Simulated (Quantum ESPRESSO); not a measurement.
# Core-hole calculation of the Gd L₃ edge in GdO2 (P2_1/m), part 3 of 3

Aim: the near-edge shape at the Gd L₃ edge of GdO2 (P2_1/m), and what the core hole does to it.

Quantum ESPRESSO 7.5; X-ray absorption near-edge structure, plane-wave PAW LDA, one-electron final states by a Lanczos continued fraction.

So far. Step 2 (The field without a hole): The mesh shows no gap, so the system is treated as a metal and the core electron is put at the Fermi level (neutral cell). Step 3 (Spectrum without a core hole, Gd atom 1): Main maxima below 30 eV (height): 9.2 eV (1.99). At an L edge the dipole rule selects empty d (and weakly s) states on the absorber, and the strong line at the onset measures the empty part of its d band.

## (7) Spectrum with XCH, Gd atom 1

The Lanczos recursion gives the spectrum without computing empty bands; each polarisation needs a run of its own on the full k mesh. xe0 is set between filled and empty states, and states below it are cut, here at the Fermi level, which holds the excited electron. The file of filecore holds the core orbital, taken from the hole-free data set.

The input, xspectra.in:

```
&input_xspectra
   calculation='xanes_dipole', edge='L3'
   prefix='x', outdir='tmp', xiabs=1, xe0=6.6076
   xonly_plot=.false., x_save_file='xanes.sav'
   xniter=3000, xcheck_conv=20, xerror=0.005
   xcoordcrys=.false., xepsilon(1)=1, xepsilon(2)=0, xepsilon(3)=0
/
&plot
   xnepoint=501, xemin=-10, xemax=70, terminator=.true., cut_occ_states=.true.
   xgamma=0.4
/
&pseudos
   filecore='../Gd.wfc'
/
&cut_occ
   cut_desmooth=0.1, cut_stepl=0.05, cut_stepu=0.05, cut_ierror=1e-5
/
5 5 4 0 0 0
```

xspectra_1.in, as its differences from xspectra.in of step 7:

```diff
@@ -5,3 +5,3 @@
    xniter=3000, xcheck_conv=20, xerror=0.005
-   xcoordcrys=.false., xepsilon(1)=1, xepsilon(2)=0, xepsilon(3)=0
+   xcoordcrys=.false., xepsilon(1)=0, xepsilon(2)=1, xepsilon(3)=0
 /
```

xspectra_2.in, as its differences from xspectra_1.in of step 7:

```diff
@@ -5,3 +5,3 @@
    xniter=3000, xcheck_conv=20, xerror=0.005
-   xcoordcrys=.false., xepsilon(1)=0, xepsilon(2)=1, xepsilon(3)=0
+   xcoordcrys=.false., xepsilon(1)=0, xepsilon(2)=0, xepsilon(3)=1
 /
```

On the command line:

```console
OMP_NUM_THREADS=1 mpirun --oversubscribe --bind-to none -np 4 xspectra.x -nk 4 -in xspectra.in > xspectra.out
```

The log of the run:

```text
     [... banner and references ...]
Reading input_file

     calculation: xanes_dipole

     xepsilon  [cartesian coordinates]:   1.000000   0.000000   0.000000

     xonly_plot: FALSE
        => complete calculation: Lanczos + spectrum plot

     filecore (core-wavefunction file): ../Gd.wfc

     main plot parameters:
        cut_occ_states: TRUE
        gamma_mode:  constant
        -> using xgamma [eV]:  0.40
        xemin [eV]: -10.00
        xemax [eV]:  70.00
        xnepoint:  501
        xe0 [eV]:   6.607600 (energy zero read in input file)

     WARNING: variable ef_r is obsolete

                      Reading SCF save directory: x.save

     tmp/x.save/

     Exchange-correlation= PZ
                           (   1   1   0   0   0   0   0)

     G-vector sticks info

                           Getting the Fermi energy

     From SCF save directory:
        ehomo [eV]:    6.8265 (highest occupied level)
        elumo [eV]:   10.9191 (lowest occupied level)
        ef    [eV]:    6.8265

     -> ef (in eV) will be written in x_save_file

                           Energy zero of the spectrum

     -> ef will NOT be used as energy zero of the spectrum
       (because xe0 read in input file)

     G-vector sticks info

     bravais-lattice index     =            0
     lattice parameter (alat)  =      10.5913  a.u.
     unit-cell volume          =    1240.3017 (a.u.)^3
     number of atoms/cell      =           12
     number of atomic types    =            3
     number of electrons       =        93.00
     number of Kohn-Sham states=           58
     kinetic-energy cutoff     =      47.0000  Ry
     charge density cutoff     =     360.0000  Ry
     Exchange-correlation= PZ
                           (   1   1   0   0   0   0   0)

     celldm(1)=  10.591342  celldm(2)=   0.000000  celldm(3)=   0.000000
     celldm(4)=   0.000000  celldm(5)=   0.000000  celldm(6)=   0.000000

     crystal axes: (cart. coord. in units of alat)
               a(1) = (  -0.746591   0.665283   0.000000 )
               a(2) = (  -0.746591  -0.665283   0.000000 )
               a(3) = (   0.475248   0.000000   1.050885 )

     reciprocal axes: (cart. coord. in units 2 pi/alat)
               b(1) = ( -0.669710  0.751560  0.302867 )
               b(2) = ( -0.669710 -0.751560  0.302867 )
               b(3) = (  0.000000  0.000000  0.951579 )

     PseudoPot. #1 for Gd:     Pseudo is Projector augmented-wave + core cor, Zval = 12.0

     PseudoPot. #2 for Gd:     Pseudo is Projector augmented-wave + core cor, Zval = 11.0

     ../pp/O.lda-n-kjpaw.UPF
     Pseudo is Projector augmented-wave + core cor, Zval =  6.0
     Shape of augmentation charge: PSQ
     Using radial grid of 1095 points,  4 beta functions with:
                l(1) =   0
                l(2) =   0
                l(3) =   1
                l(4) =   1
     Q(r) pseudized with 0 coefficients

     atomic species   valence    mass     pseudopotential
     Gd0              12.00     1.00000     Gd( 1.00)
     Gd               11.00     1.00000     Gd( 1.00)
     O                 6.00     1.00000     O ( 1.00)

      2 Sym. Ops. (no inversion) found

   Cartesian axes

     site n.     atom                  positions (alat units)
         1        Gd0    tau(   1) = (  -0.4547042  -0.1663207   0.8384788  )
         2        Gd     tau(   2) = (  -0.4547042   0.4989622   0.8384788  )
         3        Gd     tau(   3) = (  -0.5632303  -0.4989622   0.2124059  )
         4        Gd     tau(   4) = (  -0.5632303   0.1663207   0.2124059  )
         5        O      tau(   5) = (  -0.6418810  -0.1663207   0.4634244  )
         6        O      tau(   6) = (  -0.6418810   0.4989622   0.4634244  )
         7        O      tau(   7) = (  -0.3760535  -0.4989622   0.5874603  )
         8        O      tau(   8) = (  -0.3760535   0.1663207   0.5874603  )
         9        O      tau(   9) = (  -0.8274394  -0.1663207   1.0054739  )
        10        O      tau(  10) = (  -0.0808481  -0.1663207   1.0054739  )
        11        O      tau(  11) = (  -0.9370864   0.1663207   0.0454108  )
        12        O      tau(  12) = (  -0.1904951   0.1663207   0.0454108  )

     number of k points=   100  Marzari-Vanderbilt smearing, width (Ry)=  0.0150

     Number of k-points >= 100: set verbosity='high' to print them.

     Dense  grid:   143025 G-vectors     FFT dimensions: (  64,  64,  75)

     Smooth grid:    53989 G-vectors     FFT dimensions: (  48,  48,  54)

     The potential is recalculated from file :
     tmp/x.save/charge-density

     Starting wfcs are   84 atomic wfcs
     Checking if some PAW data can be deallocated...

               Reading core wavefunction file for the absorbing atom

     ../Gd.wfc successfully read

                              Attributing the PAW radii
                     for the absorbing atom [units: Bohr radius]

        PAW proj 1: r_paw(l= 0)= 2.55  (1.5*r_cut)
        PAW proj 2: r_paw(l= 0)= 2.55  (1.5*r_cut)
        PAW proj 3: r_paw(l= 1)= 2.70  (1.5*r_cut)
        PAW proj 4: r_paw(l= 1)= 2.70  (1.5*r_cut)
        PAW proj 5: r_paw(l= 2)= 3.00  (1.5*r_cut)
        PAW proj 6: r_paw(l= 2)= 3.00  (1.5*r_cut)

        NB: The calculation will not necessary use all these r_paw values.
            - For a edge in the electric-dipole approximation,
              only the r_paw(l=1) values are used.
            - For a K edge in the electric-quadrupole approximation,
              only the r_paw(l=2) values are used.

            - For a L2 or L3 edge in the electric-quadrupole approximation,

              all projectors (s, p and d) are used.

                          Starting XANES calculation
                     in the electric dipole approximation
     Method of calculation based on the Lanczos recursion algorithm
        - STEP 1: Construction of a kpoint-dependent Lanczos basis,
          in which the Hamiltonian is tridiagonal (each 'iter'
          corresponds to the calculation of one more Lanczos vector)
        - STEP 2: Calculation of the cross-section as a continued fraction
          averaged over the k-points.

     ... Begin STEP 1 ...

        Radial transition matrix element(s) used in the calculation of the
        initial vector of the Lanczos basis (|tilde{phi}_abs> normalized)
l =  2    Radial matrix element proj. ( 1)=    0.00672281
l =  2    Radial matrix element proj. ( 2)=    0.01038660
l =  0    Radial matrix element proj. ( 1)=    0.00227138
l =  0    Radial matrix element proj. ( 2)=    0.00234704
NB: the    25 k-point are not all listed below because npool=  4

               Lanczos Number                 1  of            4

        |-------------------------------------------------------------
        ! k-point #     1:  ( 0.0000,  0.0000,  0.0000),  0.0200,   1
        |-------------------------------------------------------------
        |   Norm of the initial Lanczos vector: 0.54305260E-02
        |   Estimated error at iter     20:   1.00508782
        |   Estimated error at iter     40:   0.29555558
        |   Estimated error at iter     60:   0.20703073
        |   Estimated error at iter     80:   0.23309413
        |   Estimated error at iter    100:   0.16825144
[...]
!   => CONVERGED at iter    640 with error=  0.00293293
        |-------------------------------------------------------------
        ! k-point #     2:  ( 0.0000,  0.0000,  0.2379),  0.0200,   1
        |-------------------------------------------------------------
        |   Norm of the initial Lanczos vector: 0.54305261E-02
[...]
|   Estimated error at iter    420:   0.01330744
        |   Estimated error at iter    440:   0.01799179
        |   Estimated error at iter    460:   0.02274382
        !   => CONVERGED at iter    480 with error=  0.00413513
        |-------------------------------------------------------------
     [... 97 further k-points ...]
        ! k-point #    25:  (-0.2679, -0.0000,  0.1211),  0.0200,   1
        |-------------------------------------------------------------
        |   Norm of the initial Lanczos vector: 0.54305286E-02

     Results of STEP 1 successfully written in x_save_file
     x_save_file name:
     ->  xanes.sav
     x_save_file version:  2

     ... End STEP 1 ...

     ... Begin STEP 2 ...

     The spectrum is calculated using the following parameters:
        xe0 [eV]:    6.6076
        the occupied states are elimintate from the spectrum
        xemin [eV]: -10.00
        xemax [eV]:  70.00
        xnepoint:  501
        constant broadening parameter [eV]:    0.400
        Core level energy [eV]:  -7243.
         (from electron binding energy of neutral atoms in X-ray data booklet)

     Cross-section successfully written in xanes.dat

     ... End STEP 2 ...

                                END JOB XSpectra
```

Wall time 13 min (4 MPI ranks of Intel Xeon Platinum 8488C (Sapphire Rapids), shared host); peak memory 0.2 GiB; 54 min of CPU time.

The Gd L₃ spectrum, Gd atom 1, excited-electron core hole (neutral cell) (energy from the energy zero of the input (xe0, at the border of filled and empty states); intensity scaled to a mean of 1 over the first 20 eV; folded afterwards to Lorentzian half width 2 eV; the points at xe0, where the cut of filled states can leave a spike, are interpolated; polarised curves are means over the symmetry-equivalent atoms):

```csv
E (eV),isotropic,ε ∥ x,ε ∥ y,ε ∥ z
-2.0,0.20,0.20,0.21,0.20
-1.4,0.24,0.24,0.24,0.23
-0.8,0.28,0.28,0.28,0.27
-0.2,0.33,0.33,0.33,0.33
0.4,0.40,0.40,0.40,0.39
1.0,0.49,0.49,0.50,0.48
1.6,0.61,0.62,0.62,0.60
2.2,0.78,0.79,0.80,0.76
2.8,1.02,1.03,1.04,0.99
3.4,1.33,1.34,1.35,1.30
4.0,1.67,1.68,1.68,1.66
4.6,1.96,1.97,1.93,1.98
5.2,2.13,2.15,2.06,2.18
5.8,2.20,2.22,2.14,2.25
6.4,2.18,2.16,2.18,2.21
7.0,2.05,1.99,2.09,2.07
7.6,1.83,1.75,1.89,1.85
8.2,1.56,1.49,1.61,1.57
8.8,1.31,1.27,1.35,1.32
9.4,1.11,1.09,1.13,1.10
10.0,0.95,0.96,0.95,0.94
10.6,0.83,0.86,0.82,0.82
11.2,0.75,0.79,0.72,0.74
11.8,0.69,0.74,0.65,0.68
12.4,0.65,0.70,0.60,0.64
13.0,0.61,0.66,0.57,0.61
13.6,0.59,0.62,0.55,0.59
14.2,0.57,0.59,0.54,0.57
14.8,0.55,0.57,0.54,0.55
15.4,0.54,0.55,0.53,0.54
16.0,0.54,0.54,0.53,0.53
16.6,0.54,0.54,0.54,0.53
17.2,0.54,0.55,0.55,0.54
17.8,0.55,0.55,0.55,0.54
18.4,0.55,0.56,0.56,0.54
19.0,0.55,0.56,0.56,0.54
19.6,0.55,0.56,0.56,0.53
20.2,0.55,0.55,0.55,0.53
20.8,0.54,0.55,0.55,0.52
21.4,0.54,0.54,0.55,0.52
22.0,0.54,0.54,0.55,0.53
22.6,0.54,0.54,0.55,0.53
23.2,0.54,0.53,0.56,0.54
23.8,0.55,0.53,0.57,0.55
24.4,0.56,0.53,0.58,0.56
25.0,0.56,0.53,0.59,0.56
25.6,0.56,0.53,0.59,0.56
26.2,0.56,0.53,0.58,0.56
26.8,0.56,0.53,0.58,0.56
27.4,0.56,0.53,0.57,0.57
28.0,0.56,0.54,0.57,0.58
28.6,0.57,0.55,0.58,0.59
29.2,0.59,0.56,0.59,0.61
29.8,0.60,0.58,0.59,0.62
30.4,0.61,0.60,0.60,0.63
31.0,0.62,0.62,0.61,0.64
31.6,0.63,0.63,0.61,0.65
```

Main maxima below 30 eV (height): 6.0 eV (2.21). 

## (8) Cell without a hole, the energy reference

The cell and mesh change for the next run, so it gets a reference energy of its own.

The input, scf.in:

```
&control
   calculation='scf', prefix='x', pseudo_dir='../pp', outdir='tmp', tprnfor=.true.
/
&system
   ibrav=0, nat=6, ntyp=2, nbnd=28
   ecutwfc=47, ecutrho=360
   occupations='smearing', smearing='mv', degauss=0.015
/
&electrons
   conv_thr=6.0e-08, electron_maxstep=120
   mixing_beta=0.5
/
ATOMIC_SPECIES
Gd 1.0 Gd.lda-spdn-kjpaw.UPF
O 1.0 O.lda-n-kjpaw.UPF
CELL_PARAMETERS angstrom
  0.00000000 -3.72870900 0.00000000
  -4.18441800 0.00000000 0.00000000
  1.52079600 0.00000000 -5.88989000
ATOMIC_POSITIONS crystal
Gd   0.25000000 0.31905700 0.20212100
Gd   0.75000000 0.68094300 0.79787900
O    0.25000000 0.69947600 0.55901500
O    0.75000000 0.30052400 0.44098500
O    0.25000000 0.76055200 0.04321200
O    0.75000000 0.23944800 0.95678800
K_POINTS automatic
7 6 5 0 0 0
```

On the command line:

```console
OMP_NUM_THREADS=1 mpirun --oversubscribe --bind-to none -np 4 pw.x -nk 4 -in scf.in > scf.out
```

The log of the run:

```text
     [... banner and references ...]
[banner, memory and clock lines left out]
using ibrav=0 with symmetry is DISCOURAGED, use correct ibrav instead

     G-vector sticks info

     bravais-lattice index     =            0
     lattice parameter (alat)  =       7.0462  a.u.
     unit-cell volume          =     620.1508 (a.u.)^3
     number of atoms/cell      =            6
     number of atomic types    =            2
[...]
atom    2 type  1   force =     0.00628557    0.00000000    0.00547356
     atom    3 type  2   force =     0.01775428    0.00000000    0.00993980
     atom    4 type  2   force =    -0.01775428   -0.00000000   -0.00993980
     atom    5 type  2   force =     0.00158392    0.00000000    0.00399002
     atom    6 type  2   force =    -0.00158392   -0.00000000   -0.00399002

     Total force =     0.031683     Total SCF correction =     0.000493

     XML data file, charge density, pseudopotentials, collected wavefunctions
[key lines of the parts left out:]
!    total energy              =   -1247.30092578 Ry
the Fermi energy is     6.2370 ev
convergence has been achieved in  22 iterations
```

Elapsed: 38 s, on 4 MPI ranks; peak memory 0.16 GiB.

## (9) Cell with XCH, Gd atom 1

A smaller cell brings the holes closer; here they are 3.7 Å apart.

Changed against the first core-hole run: supercell atoms from 12 to 6.

scf.in, as its differences from that of step 8:

```diff
@@ -4,3 +4,3 @@
 &system
-   ibrav=0, nat=6, ntyp=2, nbnd=28
+   ibrav=0, nat=6, ntyp=3, nbnd=29
    ecutwfc=47, ecutrho=360
@@ -13,2 +13,3 @@
 ATOMIC_SPECIES
+Gd0 1.0 Gd.lda-spdn-kjpaw-2pch.UPF
 Gd 1.0 Gd.lda-spdn-kjpaw.UPF
@@ -20,3 +21,3 @@
 ATOMIC_POSITIONS crystal
-Gd   0.25000000 0.31905700 0.20212100
+Gd0  0.25000000 0.31905700 0.20212100
 Gd   0.75000000 0.68094300 0.79787900
```

The log of the run:

```text
     [... banner and references ...]
[banner, memory and clock lines left out]
using ibrav=0 with symmetry is DISCOURAGED, use correct ibrav instead

     G-vector sticks info

     bravais-lattice index     =            0
     lattice parameter (alat)  =       7.0462  a.u.
     unit-cell volume          =     620.1508 (a.u.)^3
     number of atoms/cell      =            6
     number of atomic types    =            3
[...]
atom    2 type  2   force =     0.00770476    0.00000000    0.04089010
     atom    3 type  3   force =     0.02302565    0.00000000    0.04806939
     atom    4 type  3   force =    -0.01047430    0.00000000    0.05746045
     atom    5 type  3   force =     0.00370549    0.00000000   -0.04531675
     atom    6 type  3   force =     0.00100095    0.00000000   -0.05067619

     Total force =     0.125643     Total SCF correction =     0.000521

     XML data file, charge density, pseudopotentials, collected wavefunctions
[key lines of the parts left out:]
!    total energy              =   -1245.58055218 Ry
the Fermi energy is     7.1615 ev
convergence has been achieved in  13 iterations
```

Run time: 33 s. Hardware: 4 MPI ranks; peak memory 0.17 GiB.

## (10) Spectrum with XCH, Gd atom 1

Changed against the first core-hole run: supercell atoms from 12 to 6.

xspectra.in, as its differences from that of step 7:

```diff
@@ -2,3 +2,3 @@
    calculation='xanes_dipole', edge='L3'
-   prefix='x', outdir='tmp', xiabs=1, xe0=6.6076
+   prefix='x', outdir='tmp', xiabs=1, xe0=7.1615
    xonly_plot=.false., x_save_file='xanes.sav'
@@ -17,2 +17,2 @@
 /
-5 5 4 0 0 0
+6 6 4 0 0 0
```

On the command line:

```console
OMP_NUM_THREADS=1 mpirun --oversubscribe --bind-to none -np 4 xspectra.x -nk 4 -in xspectra.in > xspectra.out
```

The log of the run:

```text
     [... banner and references ...]
Reading input_file

     calculation: xanes_dipole

     xepsilon  [cartesian coordinates]:   1.000000   0.000000   0.000000

     xonly_plot: FALSE
        => complete calculation: Lanczos + spectrum plot

     filecore (core-wavefunction file): ../Gd.wfc

     main plot parameters:
        cut_occ_states: TRUE
        gamma_mode:  constant
        -> using xgamma [eV]:  0.40
        xemin [eV]: -10.00
        xemax [eV]:  70.00
        xnepoint:  501
        xe0 [eV]:   7.161500 (energy zero read in input file)

[...]
Results of STEP 1 successfully written in x_save_file
     x_save_file name:
     ->  xanes.sav
     x_save_file version:  2

     ... End STEP 1 ...

     ... Begin STEP 2 ...

     The spectrum is calculated using the following parameters:
        xe0 [eV]:    7.1615
        the occupied states are elimintate from the spectrum
        xemin [eV]: -10.00
        xemax [eV]:  70.00
        xnepoint:  501
        constant broadening parameter [eV]:    0.400
        Core level energy [eV]:  -7243.
         (from electron binding energy of neutral atoms in X-ray data booklet)

     Cross-section successfully written in xanes.dat

     ... End STEP 2 ...

                                END JOB XSpectra
```

Run time: 5.6 min. Hardware: 4 MPI ranks; peak memory 0.13 GiB.

These settings depart from the first run's and aren't meant as converged.

The scaled spectrum changes by 7 % r.m.s. The highest intensity below 24 eV goes from 6.0 eV (2.21) to 5.7 eV (2.17).

```csv
E (eV),first run,this run
-2.0,0.20,0.22
-0.5,0.30,0.33
1.0,0.49,0.56
2.5,0.89,1.05
4.0,1.67,1.83
5.5,2.18,2.16
7.0,2.05,1.94
8.5,1.43,1.30
10.0,0.95,0.88
11.5,0.72,0.69
13.0,0.61,0.60
14.5,0.56,0.55
16.0,0.54,0.54
17.5,0.55,0.55
19.0,0.55,0.54
20.5,0.54,0.54
22.0,0.54,0.54
23.5,0.55,0.55
25.0,0.56,0.56
26.5,0.56,0.55
28.0,0.56,0.56
29.5,0.59,0.59
31.0,0.62,0.62
```

## (11) What the core hole does

Both curves are counted from their own zero, so only the shift of weight within the empty states shows.

```csv
E (eV),no hole,XCH
-2.0,0.12,0.20
-1.0,0.15,0.26
0.0,0.18,0.35
1.0,0.22,0.49
2.0,0.29,0.72
3.0,0.39,1.12
4.0,0.56,1.67
5.0,0.84,2.09
6.0,1.24,2.21
7.0,1.64,2.05
8.0,1.89,1.65
9.0,1.99,1.24
10.0,1.93,0.95
11.0,1.67,0.77
12.0,1.33,0.67
13.0,1.07,0.61
14.0,0.91,0.57
15.0,0.81,0.55
16.0,0.74,0.54
17.0,0.70,0.54
18.0,0.69,0.55
19.0,0.68,0.55
20.0,0.67,0.55
21.0,0.66,0.54
22.0,0.65,0.54
23.0,0.65,0.54
24.0,0.65,0.55
25.0,0.65,0.56
26.0,0.65,0.56
27.0,0.65,0.56
28.0,0.64,0.56
29.0,0.63,0.58
30.0,0.64,0.60
31.0,0.66,0.62
32.0,0.67,0.63
```

With each curve scaled to its own mean, the area from −2 to 6 eV with the hole is 7.9 against 3.3, and the centre of weight from −1 to 20 eV moves by -2.1 eV: the hole pulls the absorber's empty states down.

## (12) Runs not followed above

These runs aren't followed: redraws of a spectrum that repeat one shown, runs with a planted fault or a state judged unsound, or a program's part that gave no sound spectrum.

| program | step | status | elapsed |
| --- | --- | --- | --- |
| Quantum ESPRESSO | no core hole, redrawn | converged | 25 s |
| Quantum ESPRESSO | spectrum with XCH, redrawn | converged | 18 s |

## (13) Outcome

| Property | Result |
| --- | --- |
| absorber and edge | Gd L₃, atom 1 of the ground-state input (counted from 1) |
| surroundings | 2 O at 2.29 Å, 1 O at 2.35 Å, 2 O at 2.36 Å and 2 O at 2.38 Å (7-fold, site symmetry m) |
| highest intensity below 24 eV | 6.0 eV above the zero, height 2.21 |

The Gd L₃ edge of atom 1, with 2 O at 2.29 Å, 1 O at 2.35 Å, 2 O at 2.36 Å and 2 O at 2.38 Å (7-fold, site symmetry m), has its highest intensity of the first 24 eV at 6.0 eV above the zero, 2.2 times the mean level of the first 20 eV (Lorentzian half width 2 eV (not a setting of the program: the run's 0.4 eV curve was folded afterwards with a further Lorentzian)). With each curve scaled to its own mean, the area from −2 to 6 eV with the hole is 7.9 against 3.3, and the centre of weight from −1 to 20 eV moves by -2.1 eV: the hole pulls the absorber's empty states down. A cell with holes 3.7 Å apart changes the curve by 7 % r.m.s. (2 % after the best shift). 2 further runs of this session are left out of this account as redundant. Only the L₃ part is meant: spin–orbit coupling of the core level isn't computed and the L₂ copy isn't added. The run has no spin polarisation, although Gd can carry a moment. Lanthanide 4f electrons are frozen in the core. The unit cell's mesh shows no gap over 0.35 eV. That is right for a metallic compound; for a small-gap or correlated insulator it would be the fault of the functional or of the assumed magnetic order, and the hole would be screened too well. The holes are only 5.6 Å apart, so the shape is probably not converged with cell size; no larger cell was run here. The structure is a computed Materials Project entry and may be a hypothetical form.

[Banner, clock and machine lines of the logs are left out without a mark of their own.]

[Logs are printed without paths, hosts, clocks, repeated set-up lines and the standing remarks that a program may print on its own settings, such as how far it seeks lower states.]

[Hosts, paths, dates, database ids (printed as entryN), source tags and the programs' standing remarks are cut or masked in the printed files.]

[Lists of maxima count a maximum above −3 eV only where it reaches 4 % of the highest in the window and stands out from its surroundings by 2 % of it (1.5 % where it reaches 55 %); shoulders and weaker maxima are passed over, and of the rest the first, up to two pre-edge ones and the few strongest are named.]
